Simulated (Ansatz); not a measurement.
# Cl on Cu(111): change of the work function, part 3 of 3

How does Cl on the fcc site change the work function of Cu(111) as the layer fills?

Ansatz 0.2.0; plane-wave DFT, PBE, Ansatz PAW.

So far, work function, upper face (eV): step 2 (the clean slab) 4.79; step 3 (17 atoms, coverage 0.25 ML, cell 2x2) 5.28.

## Step 4: Adsorbate added, k-mesh 12×12×1, coverage 1 ML

System of this step: Cl/Cu(111). The cell holds 5 atoms: 4 Cu and 1 Cl. Cell: a = 2.553 Å, b = 2.553 Å, c = 26.160 Å, α = 90.0°, β = 90.0°, γ = 60.0°. Vacuum lies along c.

Another coverage, to see how the dipoles act on each other as their distance changes.

Contents of input.yaml:

```yaml
crystal:
  lattice:
    - [2.5526554801, 0.0, 0.0]
    - [1.27632774, 2.2106644929, 0.0]
    - [0.0, 0.0, 26.1598078638]
  atoms:
    - { symbol: Cu, position: [0.0, 0.0, 0.3440392241] }
    - { symbol: Cu, position: [0.3333333333, 0.3333333333, 0.4237123808] }
    - { symbol: Cu, position: [0.6666666667, 0.6666666667, 0.5033855376] }
    - { symbol: Cu, position: [0.0, 0.0, 0.5830586943] }
    - { symbol: Cl, position: [0.3333333333, 0.3333333333, 0.6559607759] }
kpoints:
  mp_grid: { grid: [12, 12, 1] }
hamiltonian:
  xc: pbe
scf:
  occupations: { method: fermi_dirac, width: 0.1 }
  convergence: { dr2_threshold: 1.0e-08 }
efield:
  axis: 3
  dipole_correction: true
  ramp_position: 0.97
  ramp_width: 0.06
relax:
  f_tol: 0.02
  max_steps: 60
  constraints: [{ sites: [0, 1] }]
output:
  write_potential: true
  write_density: true
  volumetric_format: npy
```

Launch:

```console
$ ansatz run input.yaml --threads 4 --pin off --max-ram 6144MiB --backend cpu --events-out ev --progress --plain --runs-dir out
```

Numbers of over 12 decimals in the logs are rounded to 6 here.

Output:

```text
[...]
Crystal: 5 atoms, lattice volume = 147.621 Å³
Basis set: ecut = 420 eV, 2949 PW (Γ), exchange–correlation on 36×36×360 points (8 copies of the dense FFT grid, shifted against one another)
Bands: 50, of which v1, the nominal top of the filled ones, is band 42 counted from 1 (41 counted from 0)
Symmetry: 6 space group operations
[...]
k-points: 19 of 144 (time reversal used)
[...]
SCF iter   1: F=—  HF=-27578.429918 eV  |F-HF|=—  |Δ(HF+E_count)|=         —  Δρ=1.17e-2  dr2=3.59e0  ethr=1.77e-3  p=0.009 e·Å  D=1.13e-2 V/Å  ΔV_dip=-0.30 eV  dr2_dipole=1.57e0  V_vac-E_F(+/−)=4.24/4.54 eV  ⟨swp⟩=9.6  Hψ=4359  notcnv=0  defer=12
[...]
SCF iter  12: F=-27578.343711 eV  HF=-27578.343711 eV  |F-HF|=2.79e-8  |Δ(HF+E_count)|=   2.49e-8  Δρ=1.73e-6  dr2=6.76e-9  ethr=1.20e-11  p=0.009 e·Å  D=1.08e-2 V/Å  ΔV_dip=-0.28 eV  dr2_dipole=3.03e-11  V_vac-E_F(+/−)=4.59/4.87 eV  ⟨swp⟩=9.8  Hψ=6622  notcnv=0
SCF 1 converged in 12 iterations: F = -27578.343711 eV  dr2 = 6.76e-9
[...]
relax step   1: F+E_penalty+E_count = -27578.34371093 eV  Δ(F+E_penalty+E_count) = +0.000e0 eV  max|allowed force component| = 1.081e0 eV/Å  Δτ_max = 0.0000 Å  (12 SCF iters, accepted)
[...]
SCF iter  10: F=-27578.402387 eV  HF=-27578.402386 eV  |F-HF|=1.05e-7  |Δ(HF+E_count)|=   1.12e-7  Δρ=2.17e-6  dr2=5.19e-9  ethr=1.20e-11  p=0.006 e·Å  D=7.81e-3 V/Å  ΔV_dip=-0.20 eV  dr2_dipole=1.54e-10  V_vac-E_F(+/−)=4.67/4.88 eV  ⟨swp⟩=8.0  Hψ=6934  notcnv=0
SCF 2 converged in 10 iterations: F = -27578.402387 eV  dr2 = 5.19e-9
relax step   2: F+E_penalty+E_count = -27578.40238658 eV  Δ(F+E_penalty+E_count) = -5.868e-2 eV  max|allowed force component| = 8.225e-1 eV/Å  Δτ_max = 0.0673 Å  (10 SCF iters, accepted)
SCF iter   1: F=—  HF=-27578.529042 eV  |F-HF|=—  |Δ(HF+E_count)|=         —  Δρ=4.65e-3  dr2=2.13e-1  ethr=2.29e-3  p=0.006 e·Å  D=7.81e-3 V/Å  ΔV_dip=-0.20 eV  dr2_dipole=1.02e-1  V_vac-E_F(+/−)=4.73/4.94 eV  ⟨swp⟩=4.9  Hψ=2522  notcnv=0  defer=29
[...]
SCF iter  12: F=-27578.516357 eV  HF=-27578.516357 eV  |F-HF|=1.87e-8  |Δ(HF+E_count)|=   3.02e-8  Δρ=9.54e-7  dr2=2.07e-9  ethr=1.20e-11  p=-0.004 e·Å  D=-5.18e-3 V/Å  ΔV_dip=0.14 eV  dr2_dipole=5.51e-15  V_vac-E_F(+/−)=5.02/4.89 eV  ⟨swp⟩=9.1  Hψ=6165  notcnv=0
SCF 3 converged in 12 iterations: F = -27578.516357 eV  dr2 = 2.07e-9
relax step   3: F+E_penalty+E_count = -27578.51635716 eV  Δ(F+E_penalty+E_count) = -1.140e-1 eV  max|allowed force component| = 2.679e-1 eV/Å  Δτ_max = 0.2000 Å  (12 SCF iters, accepted)
[...]
relax step   4: F+E_penalty+E_count = -27578.54525596 eV  Δ(F+E_penalty+E_count) = -2.890e-2 eV  max|allowed force component| = 1.248e-1 eV/Å  Δτ_max = 0.2000 Å  (10 SCF iters, accepted)
[...]
relax step   5: F+E_penalty+E_count = -27578.55105729 eV  Δ(F+E_penalty+E_count) = -5.801e-3 eV  max|allowed force component| = 2.081e-2 eV/Å  Δτ_max = 0.1100 Å  (10 SCF iters, accepted)
SCF iter   1: F=—  HF=-27578.551578 eV  |F-HF|=—  |Δ(HF+E_count)|=         —  Δρ=8.31e-4  dr2=1.53e-3  ethr=3.80e-5  p=-0.017 e·Å  D=-2.14e-2 V/Å  ΔV_dip=0.56 eV  dr2_dipole=6.46e-4  V_vac-E_F(+/−)=5.43/4.87 eV  ⟨swp⟩=3.7  Hψ=2322  notcnv=0  defer=30
[...]
SCF iter   8: F=-27578.551409 eV  HF=-27578.551409 eV  |F-HF|=1.43e-8  |Δ(HF+E_count)|=  9.28e-10  Δρ=1.55e-6  dr2=3.72e-9  ethr=1.20e-11  p=-0.019 e·Å  D=-2.29e-2 V/Å  ΔV_dip=0.60 eV  dr2_dipole=1.37e-10  V_vac-E_F(+/−)=5.46/4.86 eV  ⟨swp⟩=9.5  Hψ=6289  notcnv=0
SCF 6 converged in 8 iterations: F = -27578.551409 eV  dr2 = 3.72e-9
relax step   6: F+E_penalty+E_count = -27578.55140939 eV  Δ(F+E_penalty+E_count) = -3.521e-4 eV  max|allowed force component| = 3.469e-3 eV/Å  Δτ_max = 0.0373 Å  (8 SCF iters, accepted)
[...]
SCF converged after 8 iterations
Free energy (F): -27578.551409 eV
[...]
Internal energy: -27578.488257 eV  (E = F + TS)
E sigma→0 (E₀):  -27578.519833 eV
Entropy (-TS):   -0.063153 eV (-12.631 meV/atom)
Fermi energy:    3.349356 eV
Dipole field:    D = -0.022946 V/Å  (p = -0.018719 e·Å, saw-weighted, corrected)
Work function:   Φ+ = 5.4599 eV   Φ− = 4.8596 eV
[...]
--- Forces (eV/Å), atoms counted from 1 ---
  atom   1  Cu    -0.00000000    -0.00000000    -0.01191195
  atom   2  Cu    -0.00000000    -0.00000000     0.01155387
  atom   3  Cu    -0.00000000     0.00000000     0.00018641
  atom   4  Cu    -0.00000000     0.00000000    -0.00329800
  atom   5  Cl     0.00000000     0.00000000     0.00346934
  max |Σ_I F_I| component: 3.24e-7 eV/Å
--- Band table (eV; the first three rows and the last of 19) ---
  k-point 0: bands = [... 38 lower, 1.6536, 1.8128, 1.8128, 2.5865, 4.4970, 5.5127, 5.5127, 7.8097, ... 4 higher]
  k-point 1: bands = [... 38 lower, 1.6522, 1.8159, 1.8161, 3.0277, 4.6115, 4.8516, 5.2854, 8.0099, ... 4 higher]
  k-point 2: bands = [... 38 lower, 1.6466, 1.8238, 2.1253, 2.6611, 3.8014, 4.7318, 5.6467, 8.6099, ... 4 higher]
  k-point 18: bands = [... 38 lower, 1.7356, 1.8598, 6.8133, 7.0632, 7.1026, 7.6527, 7.8698, 8.5388, ... 4 higher]
--- Relaxed structure (6 steps of the walk, 6 accepted, 0 SCFs on fresh bases) ---
  F+E_penalty+E_count = -27578.55140939 eV   max|allowed force component| = 3.469e-3 eV/Å
  atoms:
[...]
- { symbol: Cu, position: [0.333333, 0.333333, 0.4237123808] }
    - { symbol: Cu, position: [0.666667, 0.666667, 0.503453] }
[...]
- { symbol: Cl, position: [0.333333, 0.333333, 0.679455] }
```

Elapsed: 25 s, on 4 threads of Arm Neoverse V1, shared host; peak memory 0.48 GiB; 97 s of CPU time.

Step by step:

```tsv
step	energy less that of the first step (eV)	largest force component (eV/Å)
1	0.0000	1.0807
2	-0.0587	0.8225
3	-0.1726	0.2679
4	-0.2015	0.1248
5	-0.2073	0.0208
6	-0.2077	0.0035
```

Forces are held to the 6 operations that the run works with; a distortion that breaks them can't arise in this run.

The atoms that moved most (Å):

```tsv
atom	dx	dy	dz	length
Cl5	0.000	0.000	0.615	0.615
Cu4	0.000	0.000	-0.016	0.016
```

Final coordinates:

```cif
data_structure
_symmetry_space_group_name_H-M 'P 1'
_symmetry_Int_Tables_number 1
_cell_length_a 2.5527
_cell_length_b 2.5527
_cell_length_c 26.1598
_cell_angle_alpha 90.000
_cell_angle_beta 90.000
_cell_angle_gamma 60.000
_cell_volume 147.62
loop_
_atom_site_label
_atom_site_type_symbol
_atom_site_fract_x
_atom_site_fract_y
_atom_site_fract_z
_atom_site_occupancy
Cu1 Cu 0.00000 0.00000 0.34404 1
Cu2 Cu 0.33333 0.33333 0.42371 1
Cu3 Cu 0.66667 0.66667 0.50345 1
Cu4 Cu 0.00000 0.00000 0.58247 1
Cl5 Cl 0.33333 0.33333 0.67945 1
```

This step gave:

```
energy at zero smearing        : -27578.5198 eV
work function, upper face      : 5.460 eV
work function, lower face      : 4.860 eV
dipole along the normal        : -0.01872 e·Å
step between the vacuum levels : 0.6003 eV
```

Running mean over 2.084 Å of the planar mean; the ramp of the sawtooth is left out. Table of electron's electrostatic potential energy less the Fermi level by z:

```tsv
z (Å)	electron's electrostatic potential energy less the Fermi level (eV)
3.5	4.86
4.0	4.86
4.5	4.86
5.0	4.86
5.5	4.84
6.0	4.81
6.5	4.67
7.0	4.18
7.5	2.07
8.0	-2.68
8.5	-7.02
9.0	-8.48
9.5	-8.67
10.0	-8.72
10.5	-8.76
11.0	-8.78
11.5	-8.76
12.0	-8.73
12.5	-8.74
13.0	-8.77
13.5	-8.81
14.0	-8.89
14.5	-8.90
15.0	-8.82
15.5	-8.37
16.0	-6.04
16.5	-4.08
17.0	-5.25
17.5	-7.02
18.0	-6.82
18.5	-4.10
19.0	0.817
19.5	4.36
20.0	5.27
20.5	5.43
21.0	5.45
21.5	5.46
22.0	5.46
22.5	5.46
23.0	5.46
```

The relaxation took 6 steps and lowered the energy by 0.21 eV; the largest force on the free atoms ends at 0.0035 eV/Å.

The covered face has 5.46 eV, +0.67 eV against the clean one; the bare back face has moved by +0.07 eV, a measure of how thin the slab is.

## Step 5: Work function against coverage

This step: plane-wave DFT, PBE, Ansatz PAW; work function against coverage (Ansatz 0.2.0).

The runs are now put side by side.

Numbers from this step:

```
work function of the clean face     : 4.786 eV
largest change of the work function : 0.6740 eV
```

Table of work function of the covered face by coverage:

```tsv
coverage (adsorbates/nm²)	work function of the covered face (eV)
0.00	4.79
4.43	5.28
17.72	5.46
```

The dipole per adsorbate comes from the change of the cell's dipole. Coverage, by row:

```tsv
coverage (1/nm²)	coverage (ML)	work function (eV)	change (eV)	dipole per adsorbate, positive end outwards (debye)	mean height of the added atoms over the highest substrate atom (Å)
4.43	0.25	5.282	0.4965	-0.276	1.872
17.72	1	5.46	0.674	-0.09	2.537
```

## Step 6: Results

```json
{
  "work function of the clean face": "4.79 eV",
  "work function at 0.25 ML": "5.28 eV",
  "work function at 1 ML": "5.46 eV",
  "dipole per adsorbate at 0.25 ML, positive end outwards": "-0.28 D"
}
```

Cl raises the work function of Cu(111) at the lowest coverage, by 0.50 eV: the adsorbate layer has its negative end outwards. At the highest coverage the adsorbates are pressed to about 2.6 Å, closer than unbonded atoms of this kind usually come, so a real layer may not reach it. The slab has 4 layers, at the tabulated experimental lattice constant, one starting site was run, and quantum-size effects of a slab this thin can reach one or two tenths of an eV.

[Logs are printed without paths, hosts, clocks, repeated set-up lines and the standing remarks that a program may print on its own settings, such as how far it seeks lower states.]

[Hosts, paths, dates, database ids (printed as entryN), source tags and the programs' standing remarks are cut or masked in the printed files.]

[Maps of the electrostatic potential energy from Ansatz leave out the sawtooth potential of an applied field or a dipole correction, so their vacuum need not be flat; planar profiles and work functions include it.]
